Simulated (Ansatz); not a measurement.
**BN (F-43m): phonons and vibrational spectra**

Wanted: phonon frequencies of BN (F-43m) and what follows from them.

Calculated with Ansatz 0.2.0; DFT PBE+D3(BJ), scalar-relativistic, plane waves, PAW.

Experimental background.

For BN, zinc blende (micron-sized single crystals selected from powder, 295 K), “Equation of state of cubic boron nitride at high pressures and temperatures” (2007, arxiv:cond-mat/0702656) gives, by single-crystal x-ray diffraction: lattice constant a (a at ambient conditions) 3.6152 ± 0.0002 Å.

“Strong Confinment of optical fields using localised surface phonon polaritons in cubic Boron Nitride” (2018, arxiv:1812.11146) reports for BN, zinc blende (cubic), by Raman scattering, 488 nm excitation (commercial high-pressure high-temperature grown grain, about 200 um): Raman mode (TO phonon at Gamma) 1056 cm⁻¹.

Most raw output is cut from this account.

## (1) The starting structure

Symmetry: F-43m, No. 216, cubic system. Conventional cell: a = 3.626 Å, b = 3.626 Å, c = 3.626 Å, α = 90.00°, β = 90.00°, γ = 90.00°. Nearest to B lie 4 N at 1.57 Å. Nearest to N lie 4 B at 1.57 Å. Farther neighbours and most contacts between anions are not listed.

Structure file:

```
B N
1.0
     0.00000    1.81300    1.81300
     1.81300    0.00000    1.81300
     1.81300    1.81300    0.00000
B N
1 1
Direct
  0.00000 0.00000 0.00000
  0.75000 0.75000 0.75000
```

## (2) Relaxation

The cell and atoms are relaxed, since residual forces and stress would shift the frequencies.

input.yaml

```yaml
crystal:
  lattice:
    - [0.0, 1.813001, 1.813001]
    - [1.813001, 0.0, 1.813001]
    - [1.813001, 1.813001, 0.0]
  atoms:
    - { symbol: B, position: [0.0, 0.0, 0.0] }
    - { symbol: "N", position: [0.75, 0.75, 0.75] }
kpoints:
  mp_grid: { grid: [10, 10, 10] }
hamiltonian:
  xc: pbe
  dispersion: d3bj
scf:
  occupations: { method: gaussian, width: 0.02 }
output:
  forces: true
  stress: true
  eigenvalues: true
relax:
  adjacent_minimum: "off"
  f_tol: 0.005
  max_steps: 80
  cell: { stress_tol: 0.05 }
```

The run is started by

```
> ansatz run input.yaml --threads 4 --pin off --max-ram 7168MiB --backend cpu --events-out ev --progress --plain --runs-dir out
```

The job ended after 4.2 s (4 threads of Intel Xeon 6975P-C (Granite Rapids), shared host; peak memory 0.32 GiB).

The steps of the relaxation:

```csv
step,energy less that of the first step (eV),largest force component (eV/Å),pressure (GPa),volume (Å³)
1,0.0000,0.0000,-5.97,11.92
2,-0.0036,0.0000,-2.52,11.81
3,-0.0048,0.0000,0.05,11.73
4*,-0.0036,0.0000,-0.13,11.73
5,-0.0036,0.0000,0.00,11.73
6*,-0.0035,0.0000,-0.01,11.73
```

Relaxation steps marked * repeat the geometry before them on a plane-wave basis chosen anew for their cell, so energy and pressure can jump there.

Forces are held to the 24 operations that the run works with; a distortion that breaks them can't arise in this run.

```csv
"conventional cell, symmetrised",before,after,change
a (Å),3.626,3.607,-0.5 %
b (Å),3.626,3.607,-0.5 %
c (Å),3.626,3.607,-0.5 %
volume (Å³/atom),5.96,5.86,-1.6 %
```

Final coordinates:

```
B N
1.0
     0.00000    1.80326    1.80326
     1.80326    0.00000    1.80326
     1.80326    1.80326    0.00000
B N
1 1
Cartesian
  0.0000 0.0000 0.0000
  2.7049 2.7049 2.7049
```

Numbers from this step:

| Quantity | Value |
| --- | --- |
| pressure | -0.005472 GPa |
| gap on the k-mesh | 4.479 eV |
| volume per atom | 5.864 Å³ |
| direct gap on mesh | 8.865 eV |

In this step the volume went from 5.96 to 5.86 Å³/atom.

## (3) Relaxing to small forces for the phonons

Phonons need a cell at rest on their own settings, so the relaxation is repeated with tight tolerances on forces and stress, using the mesh and the filling of the phonon run that follows.

input.yaml

```yaml
crystal:
  lattice:
    - [0.0, 1.8032643345, 1.8032643345]
    - [1.8032643345, 0.0, 1.8032643345]
    - [1.8032643345, 1.8032643345, 0.0]
  atoms:
    - { symbol: B, position: [0.0, 0.0, 0.0] }
    - { symbol: "N", position: [0.75, 0.75, 0.75] }
kpoints:
  mp_grid: { grid: [12, 12, 12] }
hamiltonian:
  xc: pbe
  dispersion: d3bj
scf:
  occupations: { method: fixed }
output:
  forces: true
  stress: true
  eigenvalues: true
relax:
  adjacent_minimum: "off"
  f_tol: 0.001
  max_steps: 60
  cell: { stress_tol: 0.01 }
```

Wall time 1.7 s (4 threads); peak memory 0.32 GiB.

Little changed from the start: no atom moved by 0.005 Å and no cell edge by 0.1 %.

Numbers from this step:

| Quantity | Value |
| --- | --- |
| pressure | -0.007910 GPa |

The forces vanish by symmetry and the pressure is -0.008 GPa, within the tolerances set. The cell now holds 5.86 Å³/atom.

## (4) Response at finite wavevector

Stability and thermal properties need the whole zone. Linear response on a 4×4×4 q mesh gives force constants as far as a supercell of that size would.

input.yaml, the sections that differ from step 3:

```yaml
output:
  eigenvalues: true
phonons:
  method: dfpt
  dielectric: true
  rigid_motions: translations
  raman: true
  qmesh: [4, 4, 4]
  temperatures: { t_max: 1000, t_step: 50 }
  qpath:
    path:
      - [[0.0, 0.0, 0.0], [-0.5, -0.5, 0.0], [-0.375, -0.375, 0.25]]
      - [[-0.375, 0.0, 0.375], [0.0, 0.0, 0.0], [0.0, 0.0, 0.5], [-0.5, -0.25, 0.25], [-0.5, -0.5, 0.0]]
    npoints: 10
# crystal, kpoints, hamiltonian, scf: as in step 3
# relax: removed
```

Run time: 85 s. Hardware: 4 threads; peak memory 0.95 GiB.

Numbers from this step:

* sum-rule residual before enforcement: 2.33e-4 eV/Å²
* miss of the charge sum rule: 6.95e-6 e
* lowest frequency on the path: 0 cm⁻¹
* point group: -43m
* highest frequency on the path or at a solved wavevector: 1280 cm⁻¹
* mean frequency: 850.4 cm⁻¹
* Debye temperature (second moment): 1638 K
* logarithmic mean frequency: 810.6 cm⁻¹
* highest optical mode at the zone centre (no LO-TO term): 1046 cm⁻¹
* lowest optical zone-centre mode: 1046 cm⁻¹
* mean high-frequency dielectric constant: 4.599
* largest Born charge (third of the trace): 1.907 e
* mean static dielectric constant: 6.885
* top of the zone-centre spectrum with the field: 1280 cm⁻¹
* lowest mode on the q mesh (acoustic modes at Γ apart): 351.5 cm⁻¹
* zero-point energy per atom: 158.2 meV

Optical modes at the zone centre, without and with the macroscopic field of the longitudinal modes; each column is sorted by frequency, so a row need not hold one and the same mode. Modes with and without the field, by row:

```csv
rank among optical modes,no field (cm⁻¹),"q along (1, 0, 0) (cm⁻¹)"
1,1046,1046
2,1046,1046
3,1046,1280
```

Born charge (rows field, columns displacement) (e), principal values of the symmetric part by kind of site:

```csv
atom,atoms with these values,low,middle,high,mean
B1,1,1.91,1.91,1.91,1.91
N2,1,-1.91,-1.91,-1.91,-1.91
```

In full for B1:

```
1.91 0.00 0.00
0.00 1.91 0.00
0.00 0.00 1.91
```

High-frequency dielectric tensor:

```
4.60 0.00 0.00
0.00 4.60 0.00
0.00 0.00 4.60
```

Static dielectric tensor (ions relaxed, fixed cell):

```
6.89 0.00 0.00
0.00 6.89 0.00
0.00 0.00 6.89
```

Transverse modes. Lines of the infrared spectrum (strongest = 100):

```csv
position (cm⁻¹),label,relative intensity
1046,T2,100
```

Activity x (w_L - w)^4 (n + 1)/w, 532 nm, 300 K; modes without the macroscopic field alone. Lines of the Raman spectrum (strongest = 100):

```csv
position (cm⁻¹),label,relative intensity
1046,T2,100
```

Static second-order susceptibility (pm/V), twice the coefficient d of second-harmonic generation. Second order susceptibility, by row:

```csv
field along,xx,yy,zz,yz,xz,xy
x,0,0,0,-5.41,0,0
y,0,0,0,0,-5.41,0
z,0,0,0,0,0,-5.41
```

Frequencies (cm⁻¹) solved at each irreducible wavevector; negative means imaginary. Frequencies by wavevector, by row:

```csv
q in reciprocal lattice units,star,mode 1,mode 2,mode 3,mode 4,mode 5,mode 6
0 0 0,1,0,0,0,1046,1046,1046
0 0 0.25,8,351.5,351.5,630.3,1014,1014,1243
0 0 -0.5,4,484.3,484.3,974.4,986.9,986.9,1134
0 0.25 0.25,6,471.9,471.9,650.1,995.1,995.1,1255
0 0.25 -0.5,24,602.2,718.5,882.9,948.9,990.5,1124
0 0.25 -0.25,12,529.3,689.8,786.4,963.7,1023,1141
0 -0.5 -0.5,3,697.8,697.8,908.4,908.4,1012,1153
0.25 -0.5 -0.25,6,777.9,807.7,875.9,969.8,976.9,1007
```

Interpolated from a 4×4×4 q mesh, with the LO-TO term (at Γ the limit along the path; where Γ stands inside the path, tables give the limit on arrival). Phonon branches along the path, in cm⁻¹:

```csv
point,branch 1,branch 2,branch 3,branch 4,branch 5,branch 6
Γ,0,0,0,1046,1046,1280
halfway,472,472,650,995,995,1255
X,698,698,908,908,1012,1153
halfway,689,749,902,911,1009,1125
U,661,859,880,921,974,1082
jump to K,661,859,880,921,974,1082
halfway,421,536,668,995,1025,1208
Γ,0,0,0,1046,1046,1280
halfway,352,352,630,1014,1014,1243
L,484,484,974,987,987,1134
halfway,596,690,943,954,1001,1074
W,778,808,876,970,977,1007
halfway,732,747,898,915,1010,1095
X,698,698,908,908,1012,1153
```

Tetrahedra on a 32×32×32 mesh, mean over bins of 10 cm-1. Interpolated from a 4×4×4 q mesh. Table of phonon density of states by wavenumber; read off at these points:

wavenumber (cm⁻¹), phonon density of states (1/cm⁻¹/cell) and a bar:
```
     25.0     0.0000 
     50.0     0.0000 
     75.0     0.0000 
    100.0     0.0001 
    125.0     0.0001 
    150.0     0.0002 
    175.0     0.0003 
    200.0     0.0004 
    225.0     0.0005 
    250.0     0.0006 #
    275.0     0.0007 #
    300.0     0.0009 #
    325.0     0.0011 #
    350.0     0.0013 #
    375.0     0.0016 ##
    400.0     0.0019 ##
    425.0     0.0023 ##
    450.0     0.0029 ###
    475.0     0.0039 ####
    500.0     0.0051 #####
    525.0     0.0053 #####
    550.0     0.0055 #####
    575.0     0.0057 ######
    600.0     0.0059 ######
    625.0     0.0062 ######
    650.0     0.0064 ######
    675.0     0.0067 #######
    695.0     0.0068 #######
    700.0     0.0064 ######
    725.0     0.0052 #####
    750.0     0.0047 #####
    775.0     0.0043 ####
    800.0     0.0046 ####
    825.0     0.0044 ####
    850.0     0.0037 ####
    875.0     0.0059 ######
    885.0     0.0115 ###########
    900.0     0.0084 ########
    925.0     0.0101 ##########
    945.0     0.0176 #################
    950.0     0.0163 ################
    975.0     0.0176 #################
   1000.0     0.0297 #############################
   1005.0     0.0307 ##############################
   1025.0     0.0110 ###########
   1050.0     0.0024 ##
   1075.0     0.0063 ######
   1085.0     0.0067 #######
   1100.0     0.0056 #####
   1125.0     0.0053 #####
   1150.0     0.0048 #####
   1175.0     0.0041 ####
   1200.0     0.0038 ####
   1225.0     0.0036 ####
   1250.0     0.0032 ###
   1275.0     0.0015 #
```

Phonopy on the run's constants, 21x21x21 mesh, Gaussian sigma 9.6 cm-1. Interpolated from a 4×4×4 q mesh. Partial phonon density of states against wavenumber; read off at these points; values in 1/cm⁻¹/cell:

```csv
wavenumber (cm⁻¹),B,N
0.0,8.1e-6,1.0e-5
50.0,1.3e-6,1.3e-6
100.0,3.1e-5,4.1e-5
150.0,1.4e-4,1.8e-4
200.0,1.7e-4,2.1e-4
250.0,2.1e-4,2.7e-4
300.0,3.8e-4,5.0e-4
350.0,6.4e-4,8.2e-4
400.0,8.2e-4,0.00104
450.0,0.00119,0.00151
500.0,0.00226,0.00289
550.0,0.00238,0.00299
600.0,0.00258,0.00316
650.0,0.00290,0.00346
688.0,0.00313,0.00362
700.0,0.00291,0.00334
750.0,0.00208,0.00251
800.0,0.00190,0.00263
850.0,0.00154,0.00237
900.0,0.00309,0.00573
950.0,0.00814,0.00775
1000.0,0.0150,0.0123
1050.0,0.00167,0.00129
1091.6,0.00392,0.00214
1100.0,0.00389,0.002
1150.0,0.00327,0.00153
1200.0,0.00239,0.00144
1250.0,0.00187,0.00130
1300.0,2.1e-5,1.9e-5
```

Second derivatives of the energy by pair, one row for each kind of neighbour of each atom listed. Each entry sums the pair over the periodic images of the supercell that the q mesh stands for, and in a polar crystal it holds the long-range dipole part too. Force constants by pair, by row:

```csv
atom,neighbour,distance (Å),third of the trace (eV/Å²),along the pair's line (eV/Å²)
B1,itself,0,32.71,–
B1,N,1.562,-6.767,-9.722
B1,B,2.55,-0.3655,-3.346
B1,N,2.99,-0.0364,0.5887
B1,B,3.607,-0.0663,-0.4871
B1,N,3.93,0.0919,0.6497
B1,B,4.417,-0.1083,-0.3747
B1,N,4.685,0.0487,0.188
B1,N,4.685,0.0145,0.1617
N2,itself,0,37.59,–
N2,B,1.562,-6.767,-9.722
N2,N,2.55,-0.8527,-3.88
N2,B,2.99,-0.0364,0.5887
N2,N,3.607,0.0102,-0.2165
N2,B,3.93,0.0919,0.6497
N2,N,4.417,-0.0406,-0.2261
N2,B,4.685,0.0487,0.188
N2,B,4.685,0.0145,0.1617
```

Harmonic thermodynamic functions per atom, from the density of states. Interpolated from a 4×4×4 q mesh. Thermodynamic functions, by row:

```csv
T (K),F_vib (meV/atom),S (J/mol-atom/K),C_V (J/mol-atom/K)
0,158.2,0,0
50,158.2,0.013,0.04
100,158.1,0.121,0.41
200,157.6,1.15,3.393
300,155.3,3.401,8.086
400,150.3,6.33,12.31
500,142.1,9.436,15.46
600,130.8,12.46,17.7
700,116.4,15.32,19.28
800,99.09,17.97,20.43
900,79.17,20.43,21.27
1000,56.8,22.7,21.9
```

Harmonic mean-square displacement, third of the trace. Interpolated from a 4×4×4 q mesh. Mean square displacements, by row:

```csv
T (K),B1 U_eq (Å²),N2 U_eq (Å²)
0,0.00199,0.00164
100,0.00201,0.00166
300,0.00228,0.00193
600,0.00318,0.00276
```

Symmetry leaves 8 wavevectors to solve. The lowest mode among them, the acoustic zeros apart, lies at q = (0, 0, 0.25) and is real, 352 cm⁻¹.

## (5) Isotope substitution, element B, natural mass 10.81 amu

An isotope changes the mass and not the force constants, so no new electronic calculation is needed; the shifts show which modes move this element.

The same force constants with the mass of B changed from 10.810 to 10.013 u (phonopy, no LO-TO term). Both lists are sorted by frequency; levels can cross, so a row need not hold one and the same mode. Modes under 3 cm⁻¹ are left out. Isotope shifts, by row:

```csv
q,rank,natural mass (cm⁻¹),changed mass (cm⁻¹)
0 0 0,4,1046,1069
0 0 0,5,1046,1069
0 0 0,6,1046,1069
0 0 0.25,1,351.5,357.3
0 0 0.25,2,351.5,357.3
0 0 0.25,3,630.3,639.9
0 0 0.25,4,1014,1037
0 0 0.25,5,1014,1037
0 0 0.25,6,1243,1272
0 0 -0.5,1,484.3,492
0 0 -0.5,2,484.3,492
0 0 -0.5,3,974.4,980.1
0 0 -0.5,4,986.9,1009
0 0 -0.5,5,986.9,1009
0 0 -0.5,6,1134,1171
0 0.25 0.25,1,471.9,480.1
0 0.25 0.25,2,471.9,480.1
0 0.25 0.25,3,650.1,659.5
0 0.25 0.25,4,995.1,1016
0 0.25 0.25,5,995.1,1016
0 0.25 0.25,6,1255,1285
```

A mode of this element alone would shift by +3.90 %. The highest zone-centre frequency without the field goes from 1045.9 to 1069.2 cm⁻¹ (+2.2 %). The product of the frequency ratios over all optical modes at Γ is 1.068; the product rule, (m/m′)^(3k/2) (M′/M)^(3/2) with k = 1 such atoms and M the mass of the cell, gives 1.068.

## (6) Isotope substitution, element N, natural mass 14.007 amu

The same for N, from 14.01 to 15.00 u.

A mode of this element alone would shift by -3.37 %. The highest zone-centre frequency without the field goes from 1045.9 to 1030.7 cm⁻¹ (-1.5 %). The product of the frequency ratios over all optical modes at Γ is 0.957; the product rule, (m/m′)^(3k/2) (M′/M)^(3/2) with k = 1 such atoms and M the mass of the cell, gives 0.957.

## (7) Results

```yaml
space_group_after_relaxation_within_0p01_a: F-43m
volume_per_atom: 5.86 Å³
gap_on_the_k_mesh: 4.48 eV
highest_optical_mode_at_the_zone_centre_no_lo_to_term: 1046 cm⁻¹
top_of_the_zone_centre_spectrum_with_the_field: 1280 cm⁻¹
lowest_optical_zone_centre_mode: 1046 cm⁻¹
mean_high_frequency_dielectric_constant: 4.60
mean_static_dielectric_constant: 6.89
largest_born_charge_third_of_the_trace: 1.91 e
lowest_mode_on_the_q_mesh_acoustic_modes_at_gamma_apart: 352 cm⁻¹
highest_frequency_on_the_path_or_at_a_solved_wavevector: 1280 cm⁻¹
zero_point_energy_per_atom: 158 meV
heat_capacity_at_300_k: 8.09 J/(mol atoms K)
vibrational_entropy_at_300_k: 3.40 J/(mol atoms K)
debye_temperature_second_moment: 1638 K
imaginary_modes_on_the_4x4x4_q_mesh: none
```

The structure is a minimum as far as tested: no mode is imaginary at the 8 irreducible wavevectors of the 4×4×4 mesh, and the softest away from the acoustic zeros lies at 352 cm⁻¹. Without the field, the optical modes at Γ form one degenerate level at 1046 cm⁻¹. With the macroscopic field of the longitudinal modes the top of the zone-centre spectrum lies at 1280 cm⁻¹, against 1046 cm⁻¹ without it. Lattice motion raises the mean dielectric constant from 4.599 to 6.885. The strongest infrared line is at 1046 cm⁻¹. Averaged over orientations, the strongest Raman line at 532 nm and 300 K is at 1046 cm⁻¹, among the modes without the field; their longitudinal partners can be Raman active too. The program warns that the interpolation holds no quadrupole term, so branches close to Γ can be off in this crystal. In the phonons the program treats the change of the C6 weights of the dispersion term with coordination only in part. These are harmonic frequencies at zero temperature: anharmonic shifts, linewidths and thermal expansion are left out.

Calculation against experiment:

| quantity | measured | PBE+D3(BJ), PAW |
| --- | --- | --- |
| lattice constant a (Å) | 3.6152 | 3.607 (-0.2 %) |
| Raman mode, TO phonon at Gamma (cm⁻¹) | 1056 | 1046 (-1.0 %) |

Measured values from arxiv:cond-mat/0702656 (2007) and arxiv:1812.11146 (2018).

Verdict: The lattice constant a is off by -0.2 %: good agreement. The Raman mode is off by -1.0 %: good agreement. The grades are ours: good and fair within 0.7 and 1.5 % for the lattice constant a and 3 and 7 % for the Raman mode. Zero-point motion and thermal expansion (measured at up to 295 K) are not in the computed lattice constants and Raman mode.

[Logs are printed without paths, hosts, clocks, repeated set-up lines and the standing remarks that a program may print on its own settings, such as how far it seeks lower states.]

[Hosts, paths, dates, database ids (printed as entryN), source tags and the programs' standing remarks are cut or masked in the printed files.]
